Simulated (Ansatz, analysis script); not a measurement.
# Stoner picture of Fe2As

Is Fe2As magnetic, nearly magnetic or plainly paramagnetic? E(M) and M(B) tell.

Program: Ansatz 0.2.0. Level of theory: PBEsol, PAW set soft_1 (files made for PBE). Results are calculated unless marked as measured.

Most raw output is cut from this account.

The database entry behind the starting cell is an old determination (1935), so it need not match the best structure at ambient conditions.

In doubt: warnings of the run leave room for a lower electronic state (steps 6, 7), so energies may not be the lowest and differences between runs may mislead.

### 1. The starting structure

Symmetry: P4/nmm, No. 129, tetragonal system. The conventional cell has a = 3.627 Å, b = 3.627 Å, c = 5.973 Å, α = 90.00°, β = 90.00°, γ = 90.00°. Nearest to Fe lie 4 As at 2.41 Å and 8 Fe at 2.56 to 2.68 Å. Nearest to Fe lie 5 As at 2.42 to 2.59 Å and 4 Fe at 2.68 Å. Nearest to As lie 9 Fe at 2.41 to 2.59 Å. Farther neighbours are not listed.

The cell of this run holds 6 atoms, 4 of them with a starting moment; values «a cell» refer to the cell of the run in question.

### 2. The collinear state

First a free collinear run, to see which state the typed moments lead to.

input.yaml

```yaml
crystal:
  lattice:
    - [3.627, 0.0, 0.0]
    - [0.0, 3.627, 0.0]
    - [0.0, 0.0, 5.973]
  atoms:
    - { symbol: Fe, position: [0.0, 0.0, 0.0], spin: 2.8 }
    - { symbol: Fe, position: [0.5, 0.5, 0.0], spin: 2.8 }
    - { symbol: Fe, position: [0.0, 0.5, 0.33], spin: 2.8 }
    - { symbol: Fe, position: [0.5, 0.0, 0.67], spin: 2.8 }
    - { symbol: As, position: [0.0, 0.5, 0.735] }
    - { symbol: As, position: [0.5, 0.0, 0.265] }
magnetization:
  spin_polarized: true
kpoints:
  mp_grid: { grid: [10, 10, 6] }
hamiltonian:
  xc: pbesol
  pseudopotentials: { kind: paw, azcp: { folder: soft_1 }, xc_functional: pbe }
scf:
  occupations: { method: fermi_dirac, width: 0.05 }
  max_iter: 120
  convergence: { dr2_threshold: 1.0e-08 }
  lower_state_search: "off"
output:
  write_density: true
  write_potential: true
  elf: true
  volumetric_format: npy
```

The run is started by

```
$ ansatz run input.yaml --threads 1 --pin off --max-ram 2560MiB --backend cpu --events-out ev --progress --plain --runs-dir out
```

Run time: 4.4 min. Hardware: 1 thread of Intel Xeon at 2.50GHz (Skylake/Cascade Lake), shared host; peak memory 0.77 GiB.

Spin moment in the atom's sphere by atom:

```
atom  spin moment in the atom's sphere (μB)
 Fe1                                   1.03
 Fe2                                   1.03
 Fe3                                   2.31
 Fe4                                   2.31
 As5                                  -0.05
 As6                                  -0.05
```

Tables count atoms from 1; parts of the log count from 0.

The run ends ferromagnetic, with a net moment of 6.57 μB a cell. Only this order was typed.

Spin density in the ac plane at fractional y = 0.000, with atoms of Fe and As within 0.2 Å of it.

Values in e/Å³, 23 rows by 14 columns, each cell a mean:
```
1.5 1.1 0.4 0.1 0.0 0.0 0.0 0.0 0.0 0.0 0.0 0.2 0.6 1.2
0.6 0.4 0.2 0.0 0.0 0.0 0.0 0.0 0.0 0.0 0.0 0.1 0.2 0.5
0.1 0.1 0.0 0.0 0.0 0.0 0.0 0.0 0.0 0.0 0.0 0.0 0.0 0.1
0.0 0.0 0.0 0.0 0.0 0.0 0.1 0.1 0.1 0.0 0.0 0.0 0.0 0.0
0.0 0.0 0.0 0.0 0.0 0.1 0.3 0.4 0.3 0.1 0.0 0.0 0.0 0.0
0.0 0.0 0.0 0.0 0.1 0.5 1.3 1.6 1.1 0.4 0.1 0.0 0.0 0.0
0.0 0.0 0.0 0.1 0.3 1.2 3.0 3.8 2.5 0.8 0.2 0.0 0.0 0.0
0.0 0.0 0.0 0.1 0.3 1.4 3.5 4.4 2.8 1.0 0.2 0.1 0.0 0.0
0.0 0.0 0.0 0.1 0.2 0.8 2.0 2.6 1.7 0.6 0.2 0.0 0.0 0.0
0.0 0.0 0.0 0.0 0.1 0.3 0.6 0.8 0.5 0.2 0.1 0.0 0.0 0.0
0.0 0.0 0.0 0.0 0.0 0.1 0.1 0.1 0.1 0.1 0.0 0.0 0.0 0.0
0.0 0.0 0.0 0.0 0.0 0.0 0.0 0.0 0.0 0.0 0.0 0.0 0.0 0.0
0.0 0.0 0.0 0.0 0.0 0.0 0.0 0.0 0.0 0.0 0.0 0.0 0.0 0.0
0.0 0.0 0.0 0.0 0.0 0.0 0.0 0.0 0.0 0.0 0.0 0.0 0.0 0.0
0.0 0.0 0.0 0.0 0.0 0.0 0.0 0.0 0.0 0.0 0.0 0.0 0.0 0.0
0.0 0.0 0.0 0.0 0.0 0.0 0.0 0.0 0.0 0.0 0.0 0.0 0.0 0.0
0.0 0.0 0.0 0.0 0.0 0.0 0.0 0.0 0.0 0.0 0.0 0.0 0.0 0.0
0.0 0.0 0.0 0.0 0.0 0.0 0.0 0.0 0.0 0.0 0.0 0.0 0.0 0.0
0.0 0.0 0.0 0.0 0.0 0.0 0.0 0.0 0.0 0.0 0.0 0.0 0.0 0.0
0.1 0.1 0.0 0.0 0.0 0.0 0.0 0.0 0.0 0.0 0.0 0.0 0.1 0.1
0.5 0.3 0.2 0.1 0.0 0.0 0.0 0.0 0.0 0.0 0.0 0.1 0.2 0.4
1.3 0.9 0.4 0.1 0.0 0.0 0.0 0.0 0.0 0.0 0.0 0.2 0.5 1.0
2.1 1.4 0.6 0.1 0.0 0.0 0.0 0.0 0.0 0.0 0.0 0.2 0.8 1.6
```
Columns run along a (3.6 Å), rows up along c (6.0 Å). Atoms in or near the plane, at fractional coordinates: Fe at (0.00, 0.00), Fe at (0.50, 0.67), As at (0.50, 0.26).

Valence density in the ac plane at fractional y = 0.000, with atoms of Fe and As within 0.2 Å of it. It is the smooth field of the valence electrons, not physical close to the nuclei.

Ten steps, logarithmic in the rise over the least value, from '_' (0 e/Å³) to '@' (40 e/Å³), each cell a mean:
```
%%##++::..__________..--**%%
**++--..____________..::==**
----....______________..::--
......____..........____....
________..::--==--::..______
______..::==**##**--..______
______..--**%%%%%%++::______
______..--**%%@@%%++::______
______..::++##%%##==::______
________..--++++==::..______
__________....::....________
__________........__________
__________..........________
________....::::::....______
______....--++++==::..______
______..::++%%%%##==::..____
______..::**@@@@%%++::..____
____....::++%%%%##==::..____
..........--++**==::........
::::........::::::........::
**++--................::--++
%%##++::..________....--++##
@@%%**::..__________..--**%%
```
Columns run along a (3.6 Å), rows up along c (6.0 Å). Atoms in or near the plane, at fractional coordinates: Fe at (0.00, 0.00), Fe at (0.50, 0.67), As at (0.50, 0.26).

ELF in the ac plane at fractional y = 0.000, with atoms of Fe and As within 0.2 Å of it. It is the smooth field of the valence electrons, not physical close to the nuclei.

Ten even steps from '_' (0.08) to '@' (0.90), each cell a mean:
```
%%**--................::==##
++==::....::....::::....::==
::......::::......::::....::
......::::..______..::::....
....::::....::::::....::::..
..........--++++==::........
......__::==%%@@##==..__....
________::++%%@@%%==..______
________..==**##++--..______
________..::------..________
______................______
____..::::----------::..____
____..--++**********++--..__
__..::++********##****==::__
__..--++**++==--==****++--..
..::==++++--____..==++++--..
..::==++++::______--++++--::
..::==++++--____..==++++--::
....::++**++--::--++**==::..
......--++++++++++++==::....
==--::..--==++++++==::..::--
%%**--....--------::....==**
@@%%==......::::::....::++%%
```
Columns run along a (3.6 Å), rows up along c (6.0 Å). Atoms in or near the plane, at fractional coordinates: Fe at (0.00, 0.00), Fe at (0.50, 0.67), As at (0.50, 0.26).

### 3. The same state on a denser mesh

Levels at the Fermi energy are partly filled, so moments and energy differences can hang on the k-mesh, and the state is solved again on a denser one.

input.yaml, the sections that differ from step 2:

```yaml
crystal:
  lattice:
    - [3.627, 0.0, 0.0]
    - [0.0, 3.627, 0.0]
    - [0.0, 0.0, 5.973]
  atoms:
    - { symbol: Fe, position: [0.0, 0.0, 0.0], spin: 1.03 }
    - { symbol: Fe, position: [0.5, 0.5, 0.0], spin: 1.03 }
    - { symbol: Fe, position: [0.0, 0.5, 0.33], spin: 2.31 }
    - { symbol: Fe, position: [0.5, 0.0, 0.67], spin: 2.31 }
    - { symbol: As, position: [0.0, 0.5, 0.735] }
    - { symbol: As, position: [0.5, 0.0, 0.265] }
kpoints:
  mp_grid: { grid: [11, 11, 7] }
basis:
  ecutwfc: 420.0
checkpoint:
  read: start
  write: ck
  compress: false
  write_wavefunctions: false
  write_every: 100000
# magnetization, hamiltonian, scf: as in step 2
# output: removed
```

The run is started by

```
$ ansatz run input.yaml --threads 2 --pin off --max-ram 5120MiB --backend cpu --events-out ev --progress --plain --runs-dir out
```

Run time: 61 s. Hardware: 2 threads; peak memory 0.77 GiB; 1.8 min of CPU time.

Spin moment in the atom's sphere by atom:

```
atom  spin moment in the atom's sphere (μB)
 Fe1                                   1.03
 Fe2                                   1.03
 Fe3                                   2.31
 Fe4                                   2.31
 As5                                  -0.05
 As6                                  -0.05
```

The run ends ferromagnetic, with a net moment of 6.55 μB a cell, against 6.57 μB on the first mesh.

### 4. Without spin

The state without spin is the zero of E(M).

input.yaml, the sections that differ from step 3:

```yaml
crystal:
  lattice:
    - [3.627, 0.0, 0.0]
    - [0.0, 3.627, 0.0]
    - [0.0, 0.0, 5.973]
  atoms:
    - { symbol: Fe, position: [0.0, 0.0, 0.0] }
    - { symbol: Fe, position: [0.5, 0.5, 0.0] }
    - { symbol: Fe, position: [0.0, 0.5, 0.33] }
    - { symbol: Fe, position: [0.5, 0.0, 0.67] }
    - { symbol: As, position: [0.0, 0.5, 0.735] }
    - { symbol: As, position: [0.5, 0.0, 0.265] }
scf:
  occupations: { method: fermi_dirac, width: 0.05 }
  max_iter: 120
  convergence: { dr2_threshold: 1.0e-08 }
# kpoints, hamiltonian, basis: as in step 3
# magnetization: removed
# checkpoint: removed
```

The run is started by

```
$ ansatz run input.yaml --threads 1 --pin off --max-ram 2560MiB --backend cpu --events-out ev --progress --plain --runs-dir out
```

Wall time 61 s (1 thread); peak memory 0.53 GiB.

The free collinear run lies 910 meV below it.

### 5. Without spin, levels printed

input.yaml, as its differences from that of step 4:

```diff
@@ -23 +23,3 @@
   ecutwfc: 420.0
+output:
+  eigenvalues: true
```

Run time: 58 s. Hardware: 1 thread; peak memory 0.54 GiB.

### 6. Total moment fixed at 0.946 μB

Two Fermi levels, one a spin, hold the total moment exactly, which reaches states that a free run would leave.

input.yaml

```yaml
crystal:
  lattice:
    - [3.627, 0.0, 0.0]
    - [0.0, 3.627, 0.0]
    - [0.0, 0.0, 5.973]
  atoms:
    - { symbol: Fe, position: [0.0, 0.0, 0.0], spin: 0.2365 }
    - { symbol: Fe, position: [0.5, 0.5, 0.0], spin: 0.2365 }
    - { symbol: Fe, position: [0.0, 0.5, 0.33], spin: 0.2365 }
    - { symbol: Fe, position: [0.5, 0.0, 0.67], spin: 0.2365 }
    - { symbol: As, position: [0.0, 0.5, 0.735] }
    - { symbol: As, position: [0.5, 0.0, 0.265] }
magnetization:
  spin_polarized: true
  initial_magnetization: 0.946
  spin_locking: { lock_magnetization: hard }
kpoints:
  mp_grid: { grid: [11, 11, 7] }
hamiltonian:
  xc: pbesol
  pseudopotentials: { kind: paw, azcp: { folder: soft_1 }, xc_functional: pbe }
scf:
  occupations: { method: fermi_dirac, width: 0.05 }
  max_iter: 120
  convergence: { dr2_threshold: 1.0e-08 }
  lower_state_search: "off"
basis:
  ecutwfc: 420.0
```

Wall time 3.7 min (1 thread); peak memory 0.71 GiB.

The energy is -33.2 meV from the state without spin, and the largest site carries 0.320 μB.

### 7. Total moment fixed at 1.893 μB

input.yaml, the sections that differ from step 6:

```yaml
crystal:
  lattice:
    - [3.627, 0.0, 0.0]
    - [0.0, 3.627, 0.0]
    - [0.0, 0.0, 5.973]
  atoms:
    - { symbol: Fe, position: [0.0, 0.0, 0.0], spin: 0.4734 }
    - { symbol: Fe, position: [0.5, 0.5, 0.0], spin: 0.4732 }
    - { symbol: Fe, position: [0.0, 0.5, 0.33], spin: 0.4732 }
    - { symbol: Fe, position: [0.5, 0.0, 0.67], spin: 0.4732 }
    - { symbol: As, position: [0.0, 0.5, 0.735] }
    - { symbol: As, position: [0.5, 0.0, 0.265] }
magnetization:
  spin_polarized: true
  initial_magnetization: 1.893
  spin_locking: { lock_magnetization: hard }
# kpoints, hamiltonian, scf, basis: as in step 6
```

Wall time 6.1 min (1 thread); peak memory 0.72 GiB.

The energy is -122 meV from the state without spin, and the largest site carries 0.687 μB.

### 8. Total moment fixed at 2.839 μB

input.yaml, the sections that differ from step 7:

```yaml
crystal:
  lattice:
    - [3.627, 0.0, 0.0]
    - [0.0, 3.627, 0.0]
    - [0.0, 0.0, 5.973]
  atoms:
    - { symbol: Fe, position: [0.0, 0.0, 0.0], spin: 0.7096 }
    - { symbol: Fe, position: [0.5, 0.5, 0.0], spin: 0.7098 }
    - { symbol: Fe, position: [0.0, 0.5, 0.33], spin: 0.7098 }
    - { symbol: Fe, position: [0.5, 0.0, 0.67], spin: 0.7098 }
    - { symbol: As, position: [0.0, 0.5, 0.735] }
    - { symbol: As, position: [0.5, 0.0, 0.265] }
magnetization:
  spin_polarized: true
  initial_magnetization: 2.839
  spin_locking: { lock_magnetization: hard }
# kpoints, hamiltonian, scf, basis: as in step 7
```

It took 18 min on 1 thread; peak memory 0.7 GiB.

The run was cut off at the time left to it in the session, and no result is taken from it.

### 9. Total moment fixed at 4.732 μB

input.yaml, the sections that differ from step 8:

```yaml
crystal:
  lattice:
    - [3.627, 0.0, 0.0]
    - [0.0, 3.627, 0.0]
    - [0.0, 0.0, 5.973]
  atoms:
    - { symbol: Fe, position: [0.0, 0.0, 0.0], spin: 1.183 }
    - { symbol: Fe, position: [0.5, 0.5, 0.0], spin: 1.183 }
    - { symbol: Fe, position: [0.0, 0.5, 0.33], spin: 1.183 }
    - { symbol: Fe, position: [0.5, 0.0, 0.67], spin: 1.183 }
    - { symbol: As, position: [0.0, 0.5, 0.735] }
    - { symbol: As, position: [0.5, 0.0, 0.265] }
magnetization:
  spin_polarized: true
  initial_magnetization: 4.732
  spin_locking: { lock_magnetization: hard }
# kpoints, hamiltonian, scf, basis: as in step 8
```

It took 3.6 min on 1 thread; peak memory 0.73 GiB.

The energy is -744 meV from the state without spin, and the largest site carries 2.43 μB.

### 10. Total moment fixed at 8.518 μB

input.yaml, the sections that differ from step 9:

```yaml
crystal:
  lattice:
    - [3.627, 0.0, 0.0]
    - [0.0, 3.627, 0.0]
    - [0.0, 0.0, 5.973]
  atoms:
    - { symbol: Fe, position: [0.0, 0.0, 0.0], spin: 2.1295 }
    - { symbol: Fe, position: [0.5, 0.5, 0.0], spin: 2.1295 }
    - { symbol: Fe, position: [0.0, 0.5, 0.33], spin: 2.1295 }
    - { symbol: Fe, position: [0.5, 0.0, 0.67], spin: 2.1295 }
    - { symbol: As, position: [0.0, 0.5, 0.735] }
    - { symbol: As, position: [0.5, 0.0, 0.265] }
magnetization:
  spin_polarized: true
  initial_magnetization: 8.518
  spin_locking: { lock_magnetization: hard }
# kpoints, hamiltonian, scf, basis: as in step 9
```

The job ended after 2.3 min (1 thread; peak memory 0.75 GiB).

The energy is -727 meV from the state without spin, and the largest site carries 2.53 μB.

4 more runs differ from these in the same keys alone and are tabled below.

### 11. No field, tight threshold

A field gives a second route to the same curve. A thousand tesla shift each spin by 58 meV, and the threshold is tightened so that small induced moments are resolved.

input.yaml, the sections that differ from step 10:

```yaml
crystal:
  lattice:
    - [3.627, 0.0, 0.0]
    - [0.0, 3.627, 0.0]
    - [0.0, 0.0, 5.973]
  atoms:
    - { symbol: Fe, position: [0.0, 0.0, 0.0], spin: 1.03 }
    - { symbol: Fe, position: [0.5, 0.5, 0.0], spin: 1.03 }
    - { symbol: Fe, position: [0.0, 0.5, 0.33], spin: 2.31 }
    - { symbol: Fe, position: [0.5, 0.0, 0.67], spin: 2.31 }
    - { symbol: As, position: [0.0, 0.5, 0.735] }
    - { symbol: As, position: [0.5, 0.0, 0.265] }
magnetization:
  spin_polarized: true
scf:
  occupations: { method: fermi_dirac, width: 0.05 }
  max_iter: 120
  convergence: { dr2_threshold: 1.0e-10 }
  lower_state_search: "off"
# kpoints, hamiltonian, basis: as in step 10
```

Run time: 3.1 min. Hardware: 1 thread; peak memory 0.76 GiB.

The net moment is 6.55 μB a cell.

### 12. Field of 1500 T

input.yaml, as its differences from that of step 11:

```diff
@@ -14,2 +14,3 @@
   spin_polarized: true
+  magnetic_field: 1500.0
 kpoints:
```

Run time: 3.3 min. Hardware: 1 thread; peak memory 0.76 GiB.

The net moment is 7.14 μB a cell.

The other 2 runs of this kind were made alike; their results stand in the table below.

### 13. Side runs that gave no result

| changed | outcome |
| --- | --- |
| magnetization; hamiltonian.pseudopotentials | refused or stopped by the program |

### 14. The curves

Table of energy less the state without spin by total moment:

```
total moment (μB/cell)  energy less the state without spin (meV/cell)
                  0.00                                              0
                  0.95                                          -33.2
                  1.89                                           -122
                  3.79                                           -721
                  4.73                                           -744
                  5.68                                           -831
                  6.62                                           -909
                  7.57                                           -836
                  8.52                                           -727
```

The field that holds a moment is half the difference of the two Fermi levels over μB.

Field that holds the moment against total moment:

```
total moment (μB/cell)  field that holds the moment (T)
                  0.95                            -1173
                  1.89                            -1933
                  3.79                             -274
                  4.73                             -949
                  5.68                            -2213
                  6.62                              275
                  7.57                             1852
                  8.52                             2189
```

Site moments:

```
total (μB)  Fe no. 1 (μB)  Fe no. 2 (μB)  Fe no. 3 (μB)  Fe no. 4 (μB)  As no. 5 (μB)  As no. 6 (μB)
     0.946         0.3199         0.3199         0.1853         0.1853        -0.0165        -0.0165
     1.893         0.6862         0.6868         0.3199         0.3199        -0.0325        -0.0325
     3.786        -0.5811        -0.5811          2.458          2.458         0.0066         0.0066
     4.732        -0.0578        -0.0578          2.435          2.435        -0.0114        -0.0114
     5.679         0.6413         0.6411          2.262          2.262        -0.0433        -0.0433
     6.625          1.051          1.051          2.321          2.321        -0.0509        -0.0509
     7.572           1.35           1.35          2.461          2.461        -0.0434        -0.0434
     8.518          1.727          1.727          2.528          2.528        -0.0361        -0.0361
```

The total moment by field:

```
field (T)  total moment (μB/cell)
        0                    6.55
      300                    6.63
      600                    6.71
     1500                    7.14
```

Three Landau terms miss the curve as a whole or at its small-moment end, and no Stoner analysis is made here.

### 15. Summary of results

```
state of the free run                              : ferromagnetic
net moment of the free run                         : 6.55 μB
energy of the free run from the state without spin : -910 meV a cell
lowest of the fixed moments tried                  : M = 6.625 μB, -909 meV
dM/dB between 0 and 300 T                          : 0.262 μB a cell per 1000 T
```

What this shows: At this level the system is magnetic: the free run keeps 2.31 μB on the largest site. No other order was typed. Among the fixed moments, E(M) falls 909 meV below the state without spin and is lowest near 6.625 μB on this grid. Between 1.893 and 3.786 μB the change of energy is far from what the holding fields at both ends integrate to: the field bends sharply there, or the points lie on different branches. The field acts on spins alone. The 13 fixed-moment and field runs took 61 min of wall time, added up. Energies are free energies at a smearing of 0.05 eV, and with partly filled levels differences shift, at times strongly, as the smearing goes to zero. In doubt: the program's search for lower states was switched off, so a lower magnetic state than those reached may exist.

[Logs and program files are shortened in this print: banners, set-up blocks, solver, clock and traceback lines can be left out without a mark of their own.]

[Logs are printed without paths, hosts, clocks, repeated set-up lines and the standing remarks that a program may print on its own settings, such as how far it seeks lower states.]

[Hosts, paths, dates, database ids (printed as entryN), source tags and the programs' standing remarks are cut or masked in the printed files.]
